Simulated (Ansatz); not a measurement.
**Formation energy and levels of the substitutional impurity Si_O in MgO (Fm-3m)**

Charge states of Si_O in MgO (Fm-3m), set against the band edges. Model: a cell of 54 host atoms with 1 O taken out and 1 Si put in.

Main program and level: Ansatz 0.2.0; place-levels on r2SCAN runs: charge-transition levels and formation energies with image-charge correction and potential alignment at the atomic sites; PAW set soft_1.

The experiments to compare with:

For MgO, rocksalt (bulk crystal), “Electronic structure of alkaline earth and post-transition metal oxides” (2009, arxiv:0908.1581) quotes earlier work: band gap (literature experimental gap) 7.83 eV [Literature value based on experiment; other listed experimental values range from 7.7 to …].

**1. Starting point**

The cell holds 54 atoms: 27 Mg, 26 O and 1 Si. Its edges and angles: a = 8.925 Å, b = 8.925 Å, c = 8.925 Å, α = 60.0°, β = 60.0°, γ = 60.0°. It derives from MgO (space group Fm-3m). Nearest the centre at fractional (0.500, 0.500, 0.500): Si28 at 0.00 Å, Mg51 at 2.10 Å, Mg47 at 2.10 Å, Mg35 at 2.10 Å, Mg45 at 2.10 Å, Mg29 at 2.10 Å, Mg33 at 2.10 Å, O30 at 2.98 Å.

The host's dielectric constants go in as inputs: 3.24 for the electrons alone, 10.37 with the ions, from a response run on this crystal (DFPT, PBEsol) at that run's own cell.

The cell's shortest repeat is 8.9 Å.

**2. Charge states**

A transition level is the Fermi level at which two charge states cost the same, so each charge needs its own total energy, at its own relaxed structure.

Random displacements of about 0.05 Å break the site symmetry at the start, so that the relaxation can reach a distorted minimum if there is one. Forces are taken at one point at (¼, ¼, ¼). The cell holds 2 electrons more than the neutral one, with a uniform background that keeps it neutral on the whole.

The sampling was tested on the host first: at the k-points planned (1x1x1 shifted 0.25 0.25 0.25) its energy lies 0.020 eV an atom from the dense-mesh value, under the bound of 0.02 eV set for this test; that bounds the host's error, not the defect's.

One state's input; the others differ in charge, spin, start and seed, and in occupations where the table says so.

File qm2.relax/input.yaml:

```yaml
crystal:
  lattice:
    - [0.0, 6.31124291, 6.31124291]
    - [6.31124291, 0.0, 6.31124291]
    - [6.31124291, 6.31124291, 0.0]
  atoms:
    - { symbol: Mg, position: [0.0, 0.0, 0.0] }
    - { symbol: O, position: [0.16666667, 0.16666667, 0.16666667] }
[... 7 atom lines left out ...]
    - { symbol: O, position: [0.16666667, 0.5, 0.5] }
[... 1 atom line left out ...]
    - { symbol: O, position: [0.16666667, 0.5, 0.83333333] }
[... 3 atom lines left out ...]
    - { symbol: O, position: [0.16666667, 0.83333333, 0.5] }
[... 4 atom lines left out ...]
    - { symbol: Mg, position: [0.33333333, 0.0, 0.33333333] }
    - { symbol: O, position: [0.5, 0.16666667, 0.5] }
[... 1 atom line left out ...]
    - { symbol: O, position: [0.5, 0.16666667, 0.83333333] }
[... 1 atom line left out ...]
    - { symbol: O, position: [0.5, 0.5, 0.16666667] }
[... 1 atom line left out ...]
    - { symbol: Si, position: [0.5, 0.5, 0.5] }
    - { symbol: Mg, position: [0.33333333, 0.33333333, 0.66666667] }
    - { symbol: O, position: [0.5, 0.5, 0.83333333] }
[... 1 atom line left out ...]
    - { symbol: O, position: [0.5, 0.83333333, 0.16666667] }
    - { symbol: Mg, position: [0.33333333, 0.66666667, 0.33333333] }
    - { symbol: O, position: [0.5, 0.83333333, 0.5] }
    - { symbol: Mg, position: [0.33333333, 0.66666667, 0.66666667] }
[... 4 atom lines left out ...]
    - { symbol: O, position: [0.83333333, 0.16666667, 0.5] }
[... 3 atom lines left out ...]
    - { symbol: O, position: [0.83333333, 0.5, 0.16666667] }
    - { symbol: Mg, position: [0.66666667, 0.33333333, 0.33333333] }
    - { symbol: O, position: [0.83333333, 0.5, 0.5] }
    - { symbol: Mg, position: [0.66666667, 0.33333333, 0.66666667] }
[... 3 atom lines left out ...]
    - { symbol: Mg, position: [0.66666667, 0.66666667, 0.33333333] }
[... 2 atom lines left out ...]
    - { symbol: O, position: [0.83333333, 0.83333333, 0.83333333] }
  host:
    repeats: [3, 3, 3]
    atoms:
      - { symbol: Mg, position: [0.0, 0.0, 0.0] }
      - { symbol: O, position: [0.5, 0.5, 0.5] }
total_charge: -2
basis:
  ecutwfc: 500
  xc_grid: 2
hamiltonian:
  xc: r2scan
  pseudopotentials: { kind: paw, azcp: { folder: soft_1 } }
kpoints:
  mp_grid: { grid: [1, 1, 1], shift: [0.25, 0.25, 0.25] }
scf:
  occupations: { method: fixed }
  max_iter: 100
output:
  forces: true
  charged_corrections:
    epsilon: 3.24
    static_epsilon: 10.37
    defect_position: [0.5, 0.5, 0.5]
relax:
  f_tol: 0.02
  max_steps: 80
  random_displacement: { amplitude: 0.05, seed: 729 }
checkpoint:
  write: "../qm2.relax.run"
  compress: false
  write_wavefunctions: true
  write_every: 100000
```

Run with:

```
$ ansatz run input.yaml --threads 4 --pin off --max-ram 15073MiB --backend cpu --events-out ev --progress --plain --runs-dir out
```

Defect states can disperse in a cell of this size, so the energy is taken again at a 2×2×2 shifted mesh, on the relaxed structure.

The run of this state that the levels use, under r2SCAN:

File qm2.point/input.yaml:

```yaml
crystal:
  checkpoint: "../qm2.relax.run"
  host: checkpoint
total_charge: -2
basis:
  ecutwfc: 500
  xc_grid: 2
hamiltonian:
  xc: r2scan
  pseudopotentials: { kind: paw, azcp: { folder: soft_1 } }
kpoints:
  mp_grid: { grid: [2, 2, 2], shift: [0.5, 0.5, 0.5] }
scf:
  occupations: { method: fermi_dirac, width: 0.01 }
  max_iter: 100
output:
  forces: true
  eigenvalues: true
  charged_corrections:
    epsilon: 3.24
    static_epsilon: 10.37
    defect_position: [0.5, 0.5, 0.5]
  eigenstates: { localisation: true }
  populations: true
  band_densities: [{ bands: [v1, v1] }, { bands: [c1, c1] }]
  write_density: true
  write_potential: true
  volumetric_format: npy
  elf: true
checkpoint:
  read: "../qm2.relax.run"
  write: "../qm2.point.run"
  compress: false
  write_wavefunctions: false
  write_every: 100000
```

Relaxations under r2SCAN at one point at (¼, ¼, ¼); times on 4 threads of Arm Neoverse V1, shared host:

```tsv
charge	moment (μB)	occupations	outcome	steps	largest displacement against the far atoms (Å)	time
−2	0	fixed	converged	6	0.14	74 s
−1	1	fixed	converged	12	0.18	6.3 min
0	0	fixed	not converged	-	-	82 s
0	0	fermi-dirac	converged	25	0.24	6.1 min
0	2	fixed	converged	7	0.22	3.7 min
+1	1	fixed	converged	7	0.25	4.7 min
+1	3	fixed	converged	5	0.25	2.4 min
```

Single points under r2SCAN at a 2×2×2 shifted mesh; times on 4 threads of Arm Neoverse V1, shared host:

```tsv
charge	moment (μB)	occupations	outcome	time
−2	0	fermi-dirac	converged	62 s
−1	1	fermi-dirac	converged	3.1 min
0	0	fermi-dirac	converged	73 s
0	2	fermi-dirac	converged	2.8 min
+1	1	fermi-dirac	converged	3.5 min
+1	3	fermi-dirac	converged	2.3 min
```

Distances (Å) from Si28 to the nearest atoms after relaxation with r2SCAN:

```tsv
charge	moment (μB)	1.	2.	3.	4.	5.	6.
−2	0	Mg 2.24	Mg 2.24	Mg 2.24	Mg 2.24	Mg 2.25	Mg 2.25
−1	1	Mg 2.28	Mg 2.28	Mg 2.28	Mg 2.28	Mg 2.28	Mg 2.28
0	0	Mg 2.30	Mg 2.30	Mg 2.32	Mg 2.32	Mg 2.32	Mg 2.32
0	2	Mg 2.31	Mg 2.31	Mg 2.31	Mg 2.31	Mg 2.31	Mg 2.31
+1	1	Mg 2.35	Mg 2.35	Mg 2.35	Mg 2.35	Mg 2.35	Mg 2.35
+1	3	Mg 2.35	Mg 2.35	Mg 2.35	Mg 2.35	Mg 2.35	Mg 2.35
```

**3. Placing the levels, r2SCAN**

A charged cell interacts with its images and the background, and its potential has another zero than the host's. place-levels removes the first by a point-charge model, screened by the static dielectric constant since the ions have relaxed around the charge, and the second by comparing potentials at atoms far from the defect.

The host is a run of the defect-free crystal in the same cutoffs, grids and k-points, so that basis and sampling errors cancel in part in the differences. The host is run in a cell of 2 atoms on a matching mesh. Its band edges are searched through the zone by a band path, so the gap is smaller than, or equal to, that on the mesh. Chemical potentials are energies per atom of O (O2 molecule) and Si (diamond), run with the same functional and cutoff.

File levels.point.yaml:

```yaml
host:
  run: host.point.run
states: [qm2.point.run, qm1_M1.point.run, q0.point.run, q0_M2.point.run, qp1_M1.point.run, qp1_M3.point.run]
geometry_from:
  qm2.point.run: qm2.relax.run
  qm1_M1.point.run: qm1_M1.relax.run
  q0.point.run: q0.relax_smeared.run
  q0_M2.point.run: q0_M2.relax.run
  qp1_M1.point.run: qp1_M1.relax.run
  qp1_M3.point.run: qp1_M3.relax.run
chemical_potentials:
  O:
    energy: -565.989614
    dataset: <sha256 of the dataset>
  Si:
    energy: -639.06578
    dataset: <sha256 of the dataset>
epsilon: 3.24
static_epsilon: 10.37
vertical:
  - { from: qm2.point.run, to: qm2.point_neutral.run }
  - { from: qm1_M1.point.run, to: qm1_M1.point_neutral.run }
  - { from: qp1_M1.point.run, to: qp1_M1.point_neutral.run }
  - { from: qp1_M3.point.run, to: qp1_M3.point_neutral.run }
```

Run with:

```
$ ansatz place-levels levels.point.yaml -- --threads 4 --pin off --max-ram 15073MiB
```

Numbers of over 12 decimals in the logs are rounded to 6 here.

Log:

```text
[... repeated set-up lines and file paths are left out, and long positions are rounded to six places ...]
(+1/0) 2.998 eV above the valence edge, 2.680 eV under the conduction edge
(0/-1) 4.021 eV above the valence edge, 1.656 eV under the conduction edge
(-1/-2) 5.013 eV above the valence edge, 0.665 eV under the conduction edge
formation energy of charge +1: +11.757 eV with the Fermi level at the valence edge
formation energy of charge 0: +14.755 eV with the Fermi level at the valence edge
formation energy of charge -1: +18.776 eV with the Fermi level at the valence edge
formation energy of charge -2: +23.789 eV with the Fermi level at the valence edge
vertical -2 to 0: no energy, since no alignment is typed
  the change from vertical[0].from (qm2.point.run) to vertical[0].to (qm2.point_neutral.run): by its potential at epsilon 3.24 it stands at 0.501 0.500 0.500, with an rms radius of about 1.6 Å (0.9 0.9 0.9 Å across the planes of the cell's vectors); [...]
vertical -1 to 0: no energy, since no alignment is typed
  the change from vertical[1].from (qm1_M1.point.run) to vertical[1].to (qm1_M1.point_neutral.run): by its potential at epsilon 3.24 it stands at 0.499 0.500 0.501, with an rms radius of about 1.7 Å (1.1 0.9 1.1 Å across the planes of the cell's vectors); [...]
vertical +1 to 0: no energy, since no alignment is typed
  the change from vertical[2].from (qp1_M1.point.run) to vertical[2].to (qp1_M1.point_neutral.run): by its potential at epsilon 3.24 it stands at 0.499 0.501 0.501, with an rms radius of about 1.1 Å (0.7 0.7 0.6 Å across the planes of the cell's vectors); [...]
vertical +1 to 0: no energy, since no alignment is typed
  the change from vertical[3].from (qp1_M3.point.run) to vertical[3].to (qp1_M3.point_neutral.run): by its potential at epsilon 3.24 it stands at 0.500 0.500 0.499, with an rms radius of about 1.1 Å (0.7 0.7 0.7 Å across the planes of the cell's vectors); [...]
  edges by r2scan, gap 5.678 eV; the host is sampled to repeats of 17.85 Å
  the defect's cells are sampled to repeats of 17.85 Å, like sampling
  charge +1: -67523.7132 eV with its correction of +0.474 eV, at epsilon 10.37, aligned at sites: +0.2220 eV, mean over 21 atomic sites at or beyond 4.46 Å from the defect at [0.5000, 0.5000, 0.5000], with +0.000000 for the charge's moments and without [...]
  charge 0: +0.000 eV for its dipole among its images, +0.000 omitted
  charge -1: -67501.3247 eV with its correction of +0.051 eV, at epsilon 10.37, aligned at sites: +0.2008 eV, mean over 21 atomic sites at or beyond 4.46 Å from the defect at [0.5000, 0.5000, 0.5000], with -0.000000 for the charge's moments and without [...]
  charge -2: -67488.6273 eV with its correction of +0.637 eV, at epsilon 10.37, aligned at sites: +0.1858 eV, mean over 21 atomic sites at or beyond 4.46 Å from the defect at [0.5000, 0.5000, 0.5000], with +0.000000 for the charge's moments and without [...]
  charge +1: states[4] (qp1_M1.point.run) stands 0.219 eV higher, with a moment of 1.00 μB against 3.00
  charge 0: states[2] (q0.point.run) stands 0.792 eV higher, with a moment of 0.00 μB against 2.00
  states[2] (q0.point.run): levels filled in part (TS 0.007 eV): its energy is of no whole electron's
  of states[5] (qp1_M3.point.run): its alignment with the host at atomic sites is doubtful: the cell is too small to show whether the defect's potential has decayed: take a larger one; stability_check_not_made
  of states[3] (q0_M2.point.run): its alignment with the host at atomic sites is doubtful: the cell is too small to show whether the defect's potential has decayed: take a larger one; stability_check_not_made
  of states[1] (qm1_M1.point.run): its alignment with the host at atomic sites is doubtful: the cell is too small to show whether the defect's potential has decayed: take a larger one; stability_check_not_made
  of states[0] (qm2.point.run): it parts from the run that its charge is read beside by 2 carriers, of which the mean alone is read, by its potential at epsilon 3.24, taken for that of held ions (one typed too small widens it): that is narrow, but one of them [...]
  of states[4] (qp1_M1.point.run): its alignment with the host at atomic sites is doubtful: the cell is too small to show whether the defect's potential has decayed: take a larger one; stability_check_not_made
  of states[2] (q0.point.run): its alignment with the host at atomic sites is doubtful: the cell is too small to show whether the defect's potential has decayed: take a larger one
  of vertical[0].from (qm2.point.run): it parts from the run that its charge is read beside by 2 carriers, of which the mean alone is read, by its potential at epsilon 3.24, taken for that of held ions (one typed too small widens it): that is narrow, but one [...]
  vertical[0].to (qm2.point_neutral.run): levels filled in part (TS 0.020 eV): its energy is of no whole electron's
  of vertical[1].from (qm1_M1.point.run): stability_check_not_made
  vertical[1].to (qm1_M1.point_neutral.run): levels filled in part (TS 0.010 eV): its energy is of no whole electron's
  of vertical[2].from (qp1_M1.point.run): stability_check_not_made
  vertical[2].to (qp1_M1.point_neutral.run): levels filled in part (TS 0.018 eV): its energy is of no whole electron's
  of vertical[3].from (qp1_M3.point.run): stability_check_not_made
  vertical[3].to (qp1_M3.point_neutral.run): levels filled in part (TS 0.020 eV): its energy is of no whole electron's
```

Elapsed: 0.67 s, on 4 threads of Arm Neoverse V1, shared host.

Levels between the charges placed, in eV above the valence top:

```tsv
	gap (eV)	(+1/0)	(0/−1)	(−1/−2)
r2SCAN	5.68	3.00	4.02	5.01
```

Corrections by state:

```tsv
charge	moment (μB)	image terms and alignment (eV)	band filling (eV)	ε used	over the lowest of its charge, as the program ranks them, band filling apart (eV)
+1	3.0	0.474	-	10.37	0.000
0	2.0	0.000	-	-	0.000
−1	1.0	0.051	-	10.37	0.000
−2	0.0	0.637	-	10.37	0.000
+1	1.0	0.471	-	10.37	0.219
0	0.0	0.000	-	-	0.792
```

The charged structures listed were also run neutral, and place-levels reads from each pair, by the potential or the spins, how wide the charge is by which they differ; that can be the carrier of either run.

```tsv
charge	rms radius (Å)	spread where it is widest against the cell (Å)	wide from (Å)	reading
+1	1.1	0.65	1.26	narrow
−1	1.7	1.05	1.26	narrow
−2	1.6	0.90	1.26	narrow
```

The neutral runs of these pairs need not share the spin of the lowest neutral state, and very wide values only mean spread over the cell.

From the program's caveats on the states, each cut to its opening words:

- charge +1 (3 μB), 0 (2 μB), −1 (1 μB), −2, +1 (1 μB), 0: its alignment with the host at atomic sites is doubtful: the cell is too small to show whether the defect's potential has decayed: take a larger one
- charge +1 (3 μB), 0 (2 μB), −1 (1 μB), +1 (1 μB): flagged: stability check not made
- charge −2: it parts from the run that its charge is read beside by 2 carriers, of which the mean alone is read, by its potential at epsilon 3.24, taken for that of held [...]

The host's formation energy from the elements is -2.963 eV per atom; it sets how far the chemical potentials can move.

Limit set by the element alone; other compounds of these elements are not counted. Chemical potentials from the elements' reference states: Mg 0.00 eV, O -5.93 eV, Si 0.00 eV. Formation energies (Mg-rich), with the Fermi level at the valence top and at the conduction bottom (gap 5.68 eV):

```tsv
charge	at valence top (eV)	at conduction bottom (eV)	correction included (eV)
+1	5.83	11.51	0.47
0	8.83	8.83	0.00
−1	12.85	7.17	0.05
−2	17.86	6.51	0.64
```

```
Fermi level (eV)  lowest formation energy (eV)
            0.00                          5.83
            0.52                          6.35
            1.03                          6.86
            1.55                          7.38
            2.06                          7.89
            2.58                          8.41
            3.10                          8.83
            3.61                          8.83
            4.13                          8.72
            4.65                          8.21
            5.16                          7.54
            5.68                          6.51
```

Limit set by the element alone; other compounds of these elements are not counted. Chemical potentials from the elements' reference states: O 0.00 eV, Mg -5.93 eV, Si 0.00 eV. Formation energy by charge state (O-rich; gap 5.68 eV):

```tsv
charge	at valence top (eV)	at conduction bottom (eV)	correction included (eV)
+1	11.76	17.43	0.47
0	14.76	14.76	0.00
−1	18.78	13.10	0.05
−2	23.79	12.43	0.64
```

```
Fermi level (eV)  lowest formation energy (eV)
            0.00                         11.76
            0.52                         12.27
            1.03                         12.79
            1.55                         13.30
            2.06                         13.82
            2.58                         14.34
            3.10                         14.76
            3.61                         14.76
            4.13                         14.65
            4.65                         14.13
            5.16                         13.47
            5.68                         12.43
```

**4. Summary of results**

| Item | Value |
| --- | --- |
| gap of the host | 5.68 eV (r2SCAN) |
| level (plus 1/0) | 3.00 eV above the valence top |
| level (0/minus 1) | 4.02 eV above the valence top |
| level (minus 1/minus 2) | 5.01 eV above the valence top |
| lowest of the charges placed, just above the valence top (0.02 eV) | +1 |
| lowest of the charges placed, just below the conduction bottom (0.02 eV) | −2 |
| lowest formation energy at mid-gap of the charges run, Mg-rich | 8.67 eV |
| lowest formation energy at mid-gap of the charges run, O-rich | 14.60 eV |

In words: Of the charges placed (−2, −1, 0 and +1), the lowest changes at 3.00 eV (+1/0), 4.02 eV (0/−1) and 5.01 eV (−1/−2) above the valence top, in a gap of 5.68 eV. Charges above +1 and below −2 were not placed, so these runs say nothing of levels that involve them. States placed: +1 at 3 μB and 1 μB; 0 at 2 μB and 0 μB; −1 at 1 μB; −2 at 0 μB. Other spin states or structures, where not listed, weren't placed. Si is taken at its element; compounds, which aren't counted here, bound the chemical potentials and would shift these formation energies. The program doubts the alignment of potentials for at least one state, a sign that the cell is small. Keep in mind: the images are only 8.9 Å apart; r2SCAN makes the gap too small and tends to spread out bound carriers; where a gas molecule sets a chemical potential or the host's formation energy, its binding is uncorrected; force components of up to 0.24 eV/Å remain in a run at the final settings.

Computed beside measured:

```
                             quantity  measured           r2SCAN
band gap (least gap of the host) (eV)      7.83  5.68 (-2.15 eV)
```

Measured values from arxiv:0908.1581 (2009).

Verdict: The band gap is off by -2.15 eV: a clear miss. Local and semilocal functionals usually give gaps below the measured ones. Zero-point and thermal motion shift the measured gap.

[Logs are printed without paths, hosts, clocks, repeated set-up lines and the standing remarks that a program may print on its own settings, such as how far it seeks lower states.]

[Hosts, paths, dates, database ids (printed as entryN), source tags and the programs' standing remarks are cut or masked in the printed files.]

[Where a table of states has a column of steps, it counts the stored structures, which are thinned; the runs took as many ionic steps or more.]

[A defect's name tells the site on which it was built; relaxed atoms can leave that site.]

[For some hosts the program warned that the k-mesh of the response run may be too coarse for force constants and the static dielectric constant; such warnings are not shown here.]
